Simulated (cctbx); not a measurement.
# A disordered crystal of nominal K3TbCu2

Cell a = 6.9610 Å, b = 6.9610 Å, c = 5.6840 Å, α = 90.00°, β = 90.00°, γ = 120.00°; space group P6/mmm (no. 191); nominal formula K3TbCu2.

The data are simulated with cctbx, not measured: Ga Kα, λ = 1.3414 Å, to d = 0.83 Å, 70 % of the full sphere, strongest reflection 20000 counts, noise from counting, a 4 % proportional error and a noise floor of 15 counts (s.d.); no absorption, and some extinction, which the refinements don't model.

With every site full:

```text
Rint 0.036, 115 unique reflections to 0.83 A
cycle     R1     wR2    GooF  max shift (A)
   1  0.1586  0.3534  21.275   0.00000
   2  0.0527  0.1144   6.885   0.00000
final R1 0.0528 wR2 0.1144 GooF 6.885  parameters 7  data/parameter 16.4
atom        x        y        z      Ueq    occ   su(xyz)  su(Uiso or U11)
Tb1    0.00000  0.00000  0.00000   0.0028  1.000  0.00000  0.0008
Cu1    0.66667  0.33333  0.00000   0.0099  1.000  0.00000  0.0014
K1     0.00000  0.50000  0.50000   0.0341  1.000  0.00000  0.0035
difference map: max 1.88 min -2.79 rms 0.42
Q1    0.0000  0.0000  0.0000    1    1.88  0.00 A from Tb1
Q2    0.3333  0.6667  0.0000    2    1.65  0.00 A from Cu1
Q3    0.0000  0.0000  0.5000    1    1.16  2.84 A from Tb1
Q4    0.1380  0.2760  0.0000    6    0.63  1.66 A from Tb1
Q5    0.0000  0.5000  0.1733    6    0.59  1.86 A from K1
Q6    0.2000  0.4000  0.0000    6    0.56  1.61 A from Cu1
```

With the occupancies of the suspect sites free, each still typed as its main element:

```text
Rint 0.036, 115 unique reflections to 0.83 A
cycle     R1     wR2    GooF  max shift (A)
   1  0.1323  0.2969  17.960   0.00000
   8  0.0080  0.0166   1.006   0.00000
final R1 0.0080 wR2 0.0166 GooF 1.004  parameters 8  data/parameter 14.4
atom        x        y        z      Ueq    occ   su(xyz)  su(Uiso or U11)
Tb1    0.00000  0.00000  0.00000   0.0049  1.000  0.00000  0.0001
Cu1    0.66667  0.33333  0.00000   0.0116  1.000  0.00000  0.0002
K1     0.00000  0.50000  0.50000   0.0074  0.596  0.00000  0.0006
su of occupancy K1: 0.005
difference map: max 0.29 min -0.35 rms 0.06
Q1    0.0000  0.5000  0.0000    3    0.29  2.01 A from Cu1
Q2    0.3333  0.6667  0.2379    4    0.24  1.35 A from Cu1
Q3    0.0000  0.1711  0.5000    6    0.18  2.29 A from K1
Q4    0.0000  0.3444  0.3908   12    0.17  1.25 A from K1
Q5    0.0000  0.3889  0.2963   12    0.13  1.39 A from K1
Q6    0.0000  0.5000  0.1694    6    0.11  1.88 A from K1
```

**Question.** What is the disorder?

X-rays count electrons. K1 refines to 0.596(0.005), or 11.3 electrons; the site truly holds 0.6 K, 11.4 electrons, which is 0.600 of K. A value under 1 can't tell vacancies from a lighter guest, and one over 1 needs a heavier guest; chemistry or a second radiation must settle which. Occupancy correlates with U and the scale, so the match is approximate.

Freeing them takes R1 from 0.0528 to 0.0080 and GooF from 6.88 to 1.00.

The model is made up (kin elements in a known structure type, no relaxation), so it says nothing on whether the phase exists.

[Middle refinement cycles are left out of these outputs.]

[Logs are printed without paths, hosts, clocks, repeated set-up lines and the standing remarks that a program may print on its own settings, such as how far it seeks lower states.]
